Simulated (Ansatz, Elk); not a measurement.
# SrSc3Al: X-ray structure factors from the self-consistent density

Structure refinements treat a crystal as free atoms side by side. For a made-up structure of SrSc3Al (cell and positions from a PBE relaxation) the runs below show what the calculated density changes in F(hkl).

Program: Elk 11.2.3 (patched build). Level of theory: DFT, PBE, all-electron APW+lo, Dirac cores, scalar-relativistic bands, static density, no spin. Results are calculated unless marked as measured.

The structure was built from a prototype and need not be the compound's stable phase.

### Step 1. Set-up

It takes space group Pm-3m (No. 221, cubic). Conventional cell: a = 5.375 Å, b = 5.375 Å, c = 5.375 Å, α = 90.00°, β = 90.00°, γ = 90.00°. Sr has 12 Sc at 3.80 Å nearest. Nearest to Sc lie 2 Al at 2.69 Å and 8 Sc at 3.80 Å and 4 Sr at 3.80 Å. Nearest to Al lie 6 Sc at 2.69 Å. Farther neighbours are not listed.

### Step 2. Ground state and structure factors

An all-electron density is needed, since X-rays see the cores too. Task 0 finds the density and task 195 Fourier-transforms it; tshift is off so that phases refer to the origin typed.

Input file elk.in:

```
tasks
  0
  195

xctype
  20

spinpol
  .false.

rgkmax
  7.0

gmaxvr
  14.0

lmaxo
  7

lmaxapw
  8

swidth
  0.002

tshift
  .false.

ramdisk
  .false.

hmaxvr
  5.5

maxscl
  120

epspot
  1e-06

sppath
  './'

avec
  10.15666939892 -0.00000000000 -0.00000000000
  -0.00000000000 10.15666939892 -0.00000000000
  -0.00000000000 -0.00000000000 10.15666939892

atoms
  3
  'Sr.in'
  1
  -0.0000000000 0.0000000000 0.0000000000   0.000000 0.000000 0.000000
  'Sc.in'
  3
  0.5000000000 0.5000000000 0.0000000000   0.000000 0.000000 0.000000
  0.5000000000 -0.0000000000 0.5000000000   0.000000 0.000000 0.000000
  0.0000000000 0.5000000000 0.5000000000   0.000000 0.000000 0.000000
  'Al.in'
  1
  0.5000000000 0.5000000000 0.5000000000   0.000000 0.000000 0.000000

ngridk
  4 4 4
```

Run with:

```
$ OMP_NUM_THREADS=4 elk
```

Numbers of over 12 decimals in the logs are rounded to 6 here.

What it wrote:

```text
┌─────────────────────────┐
│ Elk code version 11.2.3 │
└─────────────────────────┘

All units are atomic (Hartree, Bohr, etc.)

┌─────────────────────────────────────────────────┐
│ Ground-state run starting from atomic densities │
└─────────────────────────────────────────────────┘

Lattice vectors :
   10.15666940      -0.000000000      -0.000000000
  -0.000000000       10.15666940      -0.000000000
  -0.000000000      -0.000000000       10.15666940

Reciprocal lattice vectors :
  0.6186265458       0.000000000       0.000000000
   0.000000000      0.6186265458       0.000000000
   0.000000000       0.000000000      0.6186265458

Unit cell volume      :    1047.741024
Brillouin zone volume :   0.2367476387

Muffin-tin inner radius fraction :   0.1000000000E-01

Nuclei treated as point charges

Species : 1 (Sr)
 parameters loaded from : Sr.in
 name : strontium
 nuclear charge    :   -38.00000000
 electronic charge :    38.00000000
 atomic mass :    159721.4892
 muffin-tin radius :    2.600000000
 number of radial points in muffin-tin :   1193
 inner part over the whole radius :   0.9909106339E-02
 number on inner part of muffin-tin    :    847
 approximate nuclear radius :   0.8067967193E-04
 number of mesh points to nuclear radius :    415
 atomic positions (lattice), magnetic fields (Cartesian) :
  1 :   0.00000000  0.00000000  0.00000000    0.00000000  0.00000000  0.00000000

Species : 2 (Sc)
 parameters loaded from : Sc.in
 name : scandium
 nuclear charge    :   -21.00000000
 electronic charge :    21.00000000
 atomic mass :    81949.61073
 muffin-tin radius :    2.400000000
 number of radial points in muffin-tin :    993
 inner part over the whole radius :   0.9898716403E-02
 number on inner part of muffin-tin    :    698
 approximate nuclear radius :   0.6711386133E-04
 number of mesh points to nuclear radius :    323
 atomic positions (lattice), magnetic fields (Cartesian) :
  1 :   0.50000000  0.50000000  0.00000000    0.00000000  0.00000000  0.00000000
  2 :   0.50000000  0.00000000  0.50000000    0.00000000  0.00000000  0.00000000
  3 :   0.00000000  0.50000000  0.50000000    0.00000000  0.00000000  0.00000000

Species : 3 (Al)
 parameters loaded from : Al.in
 name : aluminium
 nuclear charge    :   -13.00000000
 electronic charge :    13.00000000
 atomic mass :    49184.33496
 muffin-tin radius :    2.200000000
 number of radial points in muffin-tin :    793
 inner part over the whole radius :   0.9821194981E-02
 number on inner part of muffin-tin    :    552
 approximate nuclear radius :   0.5839653600E-04
 number of mesh points to nuclear radius :    244
 atomic positions (lattice), magnetic fields (Cartesian) :
  1 :   0.50000000  0.50000000  0.50000000    0.00000000  0.00000000  0.00000000

Total number of atoms per unit cell :    5
Total muffin-tin volume :    291.9419221
 ratio of muffin-tin to unit cell volume :   0.2786393922

Spin treatment :
 spin-unpolarised

Number of Bravais lattice symmetries :   48
Number of crystal symmetries         :   48
Crystal has inversion symmetry
Real symmetric eigensolver will be used

k-point grid :      4     4     4
k-point offset :    0.000000000       0.000000000       0.000000000
k-point set is reduced with full crystal symmetry group
Total number of k-points :       10

Muffin-tin radius times maximum |G+k| :    7.000000000
 using average radius
Maximum |G+k| for APW functions       :    2.916666667
Maximum (1/2)|G+k|²                   :    4.253472222
Maximum |G| for potential and density :    14.00000000
Constant for pseudocharge density :    9
 order of it for each species :   16  16  16
 order of it for pair densities of each species (exact exchange by exxq0 0: 17) :   11  10   7
Radial integration step length :    1

G-vector grid sizes :     48    48    48
Number of G-vectors :    48501

Maximum angular momentum used for
 APW functions            :    8
 outer part of muffin-tin :    7
 inner part of muffin-tin :    2

Total nuclear charge    :   -114.0000000
[...]
exchange                    :     -235.92998394563
 correlation                 :     -5.034654
 electron entropic           :    -0.41378921806849E-02
 total energy                :     -5716.3133352017

Density of states at Fermi energy :    321.0840456
 (states/Hartree/unit cell)

Estimated indirect band gap :   0.3707879628E-03
 from k-point 8 to k-point 5
Estimated direct band gap   :   0.7215306739E-02
 at k-point 4

Charges :
 core                        :    62.00000000
 valence                     :    52.00000000
 interstitial                :    9.593508763
 muffin-tins (core leakage)
  species : 1 (Sr)
   atom 1                    :    35.83856192     (  0.2844792711E-04)
  species : 2 (Sc)
[...]
species : 3 (Al)
[...]
total in muffin-tins        :    104.4064912
 total calculated charge     :    113.9995520
 total charge                :    114.0000000
 error                       :   0.4479958713E-03

RMS change in Kohn-Sham potential (target) :   0.3676104324     (  0.1000000000E-05)
Absolute change in total energy (target)   :   0.1611829080     (  0.1000000000E-03)

[... loops 3 to 15 left out ...]

┌──────────────────┐
│ Loop number : 16 │
└──────────────────┘

Energies :
 Fermi                       :     0.155634
 sum of occupied eigenvalues :     -3351.7449257955
 electron kinetic            :      5830.8619590153
 core electron kinetic       :      5554.1209834729
 Coulomb                     :     -11305.163334375
 Coulomb potential           :     -8869.8139187727
 nuclear-nuclear             :     -670.01394769271
 electron-nuclear            :     -12413.307378550
 Hartree                     :      1778.1579918681
 Madelung                    :     -6870.2563749885
 xc potential                :     -312.79296603814
 exchange                    :     -235.95629609773
 correlation                 :     -5.038716
 electron entropic           :    -0.40953826895285E-02
 total energy                :     -5715.3004830994

Density of states at Fermi energy :    319.0659450
 (states/Hartree/unit cell)

Estimated indirect band gap :   0.3780057793E-03
 from k-point 9 to k-point 2
Estimated direct band gap   :   0.2545054899E-02
 at k-point 2

Charges :
 core                        :    62.00000000
 valence                     :    52.00000000
 interstitial                :    9.626644553
 muffin-tins (core leakage)
  species : 1 (Sr)
[...]
species : 2 (Sc)
[...]
species : 3 (Al)
[...]
total in muffin-tins        :    104.3733554
 total calculated charge     :    113.9995388
 total charge                :    114.0000000
 error                       :   0.4612383290E-03

RMS change in Kohn-Sham potential (target) :   0.1269013005E-06 (  0.1000000000E-05)
Absolute change in total energy (target)   :   0.1684777908E-04 (  0.1000000000E-03)

Convergence targets achieved

┌──────────────────┐
│ Loop number : 17 │
└──────────────────┘

Energies :
 Fermi                       :     0.155634
 sum of occupied eigenvalues :     -3351.7449276407
 electron kinetic            :      5830.8619597964
 core electron kinetic       :      5554.1209839300
 Coulomb                     :     -11305.163336117
 Coulomb potential           :     -8869.8139186849
 nuclear-nuclear             :     -670.01394769271
 electron-nuclear            :     -12413.307382116
 Hartree                     :      1778.1579936921
 Madelung                    :     -6870.2563767746
 xc potential                :     -312.79296875228
 exchange                    :     -235.95629629337
 correlation                 :     -5.038716
 electron entropic           :    -0.40953828385699E-02
 total energy                :     -5715.3004842547

Density of states at Fermi energy :    319.0659530
 (states/Hartree/unit cell)

Estimated indirect band gap :   0.3780013811E-03
 from k-point 9 to k-point 2
Estimated direct band gap   :   0.2545055334E-02
 at k-point 2

Charges :
 core                        :    62.00000000
 valence                     :    52.00000000
 interstitial                :    9.626644297
 muffin-tins (core leakage)
  species : 1 (Sr)
[...]
species : 2 (Sc)
[...]
atom 2                    :    19.01874518     ( -0.2163486990E-06)
   atom 3                    :    19.01874518     ( -0.2163486990E-06)
  species : 3 (Al)
   atom 1                    :    11.38094689     (  0.4876478701E-03)
 total in muffin-tins        :    104.3733557
 total calculated charge     :    113.9995388
 total charge                :    114.0000000
 error                       :   0.4612383141E-03

┌──────────────────────────────┐
│ Self-consistent loop stopped │
└──────────────────────────────┘

Warning : core states of species 3 leak from the muffin-tin :   0.4876478701E-03

Wrote STATE.OUT
```

It took 35 s on 4 threads of Arm Neoverse V1, shared host; peak memory 0.23 GiB.

SFACRHO.OUT:

```text

h k l indices transformed by vhmat matrix:
   1.000000000       0.000000000       0.000000000    
   0.000000000       1.000000000       0.000000000    
   0.000000000       0.000000000       1.000000000    

      h      k      l  multipl.   |H|            Re(F)            Im(F)           |F|

      0      0      0      1   0.0000000       114.00000      0.90913294E-16   114.00000    
      0      0      1      6  0.61862655       4.4683818      0.24966804E-13   4.4683818    
      0     -1      1     12  0.87487005       26.494127     -0.26197847E-14   26.494127    
     -1     -1     -1      8   1.0714926       70.372613      0.34553355E-13   70.372613    
      0      0     -2      6   1.2372531       86.320749      0.44952628E-13   86.320749    
     -1     -2      0     24   1.3832910       6.0206077     -0.41930370E-13   6.0206077    
     -2      1      1     24   1.5153194       23.034914     -0.33349490E-13   23.034914    
     -2      2      0     12   1.7497401       75.730976      0.44873478E-14   75.730976    
     -2      1     -2     24   1.8558796       5.6926802     -0.27299133E-14   5.6926802    
     -3      0      0      6   1.8558796       5.5356175     -0.72924707E-13   5.5356175    
      0      3     -1     24   1.9562689       21.437189     -0.34219983E-14   21.437189    
      3     -1      1     24   2.0517521       54.519522     -0.26364089E-13   54.519522    
      2      2      2      8   2.1429852       68.305749     -0.11364867E-12   68.305749    
      0      3     -2     24   2.2304897       5.4955382      0.57261419E-13   5.4955382    
     -3      1      2     48   2.3146886       20.165495      0.24148989E-13   20.165495    
      4      0      0      6   2.4745062       62.819945     -0.65185780E-13   62.819945    
     -1      0      4     24   2.5506626       5.5214716      0.75825673E-14   5.5214716    
      2     -3     -2     24   2.5506626       5.4791004     -0.67374408E-13   5.4791004
```

Elk indexes on the primitive cell of elk.in and gives |H| = 4π sin θ/λ in inverse bohr. Below, one row stands for each form hkl of the conventional cell (m members, Friedel mates merged), F is for one primitive cell and the density is static (no thermal factor). Free-atom factors are Waasmaier and Kirfel's, and R is Σm||F|−|F'||/Σm|F|.

| hkl | m | sin θ/λ (Å⁻¹) | abs F, DFT | neutral atoms | diff. |
| --- | --- | --- | --- | --- | --- |
| 100 | 6 | 0.093 | 4.468 | 4.772 | -0.304 |
| 110 | 12 | 0.132 | 26.494 | 26.192 | +0.302 |
| 111 | 8 | 0.161 | 70.373 | 70.732 | -0.360 |
| 200 | 6 | 0.186 | 86.321 | 86.615 | -0.294 |
| 210 | 24 | 0.208 | 6.021 | 5.717 | +0.304 |
| 211 | 24 | 0.228 | 23.035 | 23.221 | -0.186 |
| 220 | 12 | 0.263 | 75.731 | 75.766 | -0.035 |
| 221 | 24 | 0.279 | 5.693 | 5.620 | +0.073 |
| 300 | 6 | 0.279 | 5.536 | 5.620 | -0.084 |
| 310 | 24 | 0.294 | 21.437 | 21.463 | -0.026 |
| 311 | 24 | 0.308 | 54.520 | 54.416 | +0.103 |
| 222 | 8 | 0.322 | 68.306 | 68.316 | -0.010 |
| 320 | 24 | 0.335 | 5.495 | 5.527 | -0.032 |
| 321 | 48 | 0.348 | 20.166 | 20.192 | -0.026 |
| 400 | 6 | 0.372 | 62.820 | 62.755 | +0.065 |
| 410 | 24 | 0.384 | 5.521 | 5.514 | +0.008 |
| 322 | 24 | 0.384 | 5.479 | 5.514 | -0.035 |
| 330 | 12 | 0.395 | 19.117 | 19.167 | -0.051 |

### Step 3. The highest occupied states alone

An energy window below the Fermi level keeps the highest occupied states, to see at which angles they scatter; shallow core shells can lie inside it and anion s states outside. No new self-consistency is needed.

elk.in, as its differences from that of step 2:

```diff
@@ -1,3 +1,2 @@
 tasks
-  0
   195
@@ -40,2 +39,5 @@
 
+wsfac
+  -0.211860 0.455630
+
 sppath
```

Run with:

```
$ OMP_NUM_THREADS=4 elk
```

What it wrote:

```text
┌─────────────────────────────────┐
│ Elk code version 11.2.3 started │
└─────────────────────────────────┘

Info(readinput): the functional depends on the density's gradient
 muffin-tin radial points multiplied by    2.00000
 (not where nrmtscf is given)

┌────────────────────┐
│ Current task : 195 │
└────────────────────┘

Info(sfacrho): density structure factors written to SFACRHO.OUT

 Energy window :  -0.2118600000      0.4556300000

┌──────────────────┐
│ Elk code stopped │
└──────────────────┘
```

Run time: 20 s. Hardware: 4 threads; peak memory 0.17 GiB; 21 s of CPU time.

States within 10 eV below the Fermi level hold 14.00 electrons; any levels below the window count with the cores. Their amplitudes can exceed the total, where window and core parts have opposite phase:

| hkl | sin θ/λ (Å⁻¹) | abs F, window | abs F, all |
| --- | --- | --- | --- |
| 100 | 0.093 | 2.957 | 4.468 |
| 110 | 0.132 | 0.426 | 26.494 |
| 111 | 0.161 | 0.662 | 70.373 |
| 200 | 0.186 | 1.130 | 86.321 |
| 210 | 0.208 | 0.144 | 6.021 |
| 211 | 0.228 | 0.382 | 23.035 |
| 220 | 0.263 | 0.635 | 75.731 |
| 221 | 0.279 | 0.026 | 5.693 |
| 300 | 0.279 | 0.183 | 5.536 |
| 310 | 0.294 | 0.205 | 21.437 |

### Step 4. Another functional

The difference from free atoms is small, so it is set against the change that LDA (Perdew-Wang) makes.

elk.in, as its differences from that of step 3:

```diff
@@ -1,2 +1,3 @@
 tasks
+  0
   195
@@ -4,3 +5,3 @@
 xctype
-  20
+  3
 
@@ -39,5 +40,2 @@
 
-wsfac
-  -0.211860 0.455630
-
 sppath
```

Run with:

```
$ OMP_NUM_THREADS=4 elk
```

What it wrote:

```text
┌─────────────────────────┐
│ Elk code version 11.2.3 │
└─────────────────────────┘

All units are atomic (Hartree, Bohr, etc.)

┌─────────────────────────────────────────────────┐
│ Ground-state run starting from atomic densities │
└─────────────────────────────────────────────────┘

Lattice vectors :
   10.15666940      -0.000000000      -0.000000000
  -0.000000000       10.15666940      -0.000000000
  -0.000000000      -0.000000000       10.15666940

Reciprocal lattice vectors :
  0.6186265458       0.000000000       0.000000000
[...]
species : 1 (Sr)
[...]
species : 2 (Sc)
[...]
atom 3                    :    19.04386278     ( -0.3512616866E-05)
  species : 3 (Al)
   atom 1                    :    11.39506120     (  0.5157168975E-03)
 total in muffin-tins        :    104.4676772
 total calculated charge     :    113.9995173
 total charge                :    114.0000000
 error                       :   0.4827056476E-03

┌──────────────────────────────┐
│ Self-consistent loop stopped │
└──────────────────────────────┘

Warning : core states of species 3 leak from the muffin-tin :   0.5157168975E-03

Wrote STATE.OUT
[key lines of the parts left out:]
total energy                :     -5705.5686284977
```

It took 21 s on 4 threads; peak memory 0.18 GiB.

Against the first run R = 0.07 %; the largest change is -0.047 at 222.

### Step 5. Basis size

The basis and the expansions that go with it are enlarged, to see whether the differences are converged.

elk.in, as its differences from that of step 4:

```diff
@@ -5,3 +5,3 @@
 xctype
-  3
+  20
 
@@ -11,12 +11,12 @@
 rgkmax
-  7.0
+  8.5
 
 gmaxvr
-  14.0
+  18.0
 
 lmaxo
-  7
+  9
 
 lmaxapw
-  8
+  10
```

Run with:

```
$ OMP_NUM_THREADS=4 elk
```

What it wrote:

```text
┌─────────────────────────┐
│ Elk code version 11.2.3 │
└─────────────────────────┘

All units are atomic (Hartree, Bohr, etc.)

┌─────────────────────────────────────────────────┐
│ Ground-state run starting from atomic densities │
└─────────────────────────────────────────────────┘

Lattice vectors :
   10.15666940      -0.000000000      -0.000000000
  -0.000000000       10.15666940      -0.000000000
  -0.000000000      -0.000000000       10.15666940

Reciprocal lattice vectors :
  0.6186265458       0.000000000       0.000000000
[...]
species : 1 (Sr)
[...]
species : 2 (Sc)
[...]
atom 3                    :    19.02571655     ( -0.2163471411E-06)
  species : 3 (Al)
   atom 1                    :    11.38155458     (  0.4875220617E-03)
 total in muffin-tins        :    104.3951067
 total calculated charge     :    113.9994857
 total charge                :    114.0000000
 error                       :   0.5143488255E-03

┌──────────────────────────────┐
│ Self-consistent loop stopped │
└──────────────────────────────┘

Warning : core states of species 3 leak from the muffin-tin :   0.4875220617E-03

Wrote STATE.OUT
[key lines of the parts left out:]
total energy                :     -5715.3114829007
```

It took 89 s on 4 threads; peak memory 0.5 GiB; 2.8 min of CPU time.

Against the first run R = 0.01 %; the largest change is -0.011 at 422.

### Step 6. Settings against the effect

| run | R against the first run (%) | R against neutral atoms, low angle (%) | wall time |
| --- | --- | --- | --- |
| PBE, rgkmax 7 | 0.00 | 0.68 | 35 s |
| LDA (Perdew-Wang) | 0.07 | 0.67 | 21 s |
| rgkmax 8.5 with larger expansions | 0.01 | 0.67 | 89 s |

### Step 7. Summary of results

```yaml
r_against_neutral_atoms_sin_theta_lambda_0p3_a_minus1: 0.68 %
r_against_neutral_atoms_0p3_to_0p82_a_minus1: 0.20 %
```

In words: Independent neutral atoms miss the calculated amplitudes by R = 0.68 % below 0.3 Å⁻¹ and 0.20 % from there to 0.82 Å⁻¹; by shells, 1.58 % below 0.15 Å⁻¹ (2 forms), 0.58 % 0.15 to 0.3 (8 forms), 0.18 % 0.3 to 0.45 (13 forms), 0.20 % above 0.45 (81 forms). Bonding, aspherical density and the tables' own atoms all enter these figures, and the runs don't part them. The largest change of an amplitude is -0.36 electrons, at 111. The window's part falls from 14.0 electrons at the origin to at most 0.24 between 0.45 and 0.82 Å⁻¹. Below 0.3 Å⁻¹ the changes that finished (LDA (Perdew-Wang) and rgkmax 8.5 with larger expansions) move F by R = 0.06 % at most, against the 0.68 % that separates it from free atoms. The k-mesh has no finished test. Part of the difference isn't bonding: the tables are fits to free atoms and ions calculated by other methods than this functional. Thermal motion, anomalous dispersion and extinction are left out.

[Logs are printed without paths, hosts, clocks, repeated set-up lines and the standing remarks that a program may print on its own settings, such as how far it seeks lower states.]

[Hosts, paths, dates, database ids (printed as entryN), source tags and the programs' standing remarks are cut or masked in the printed files.]
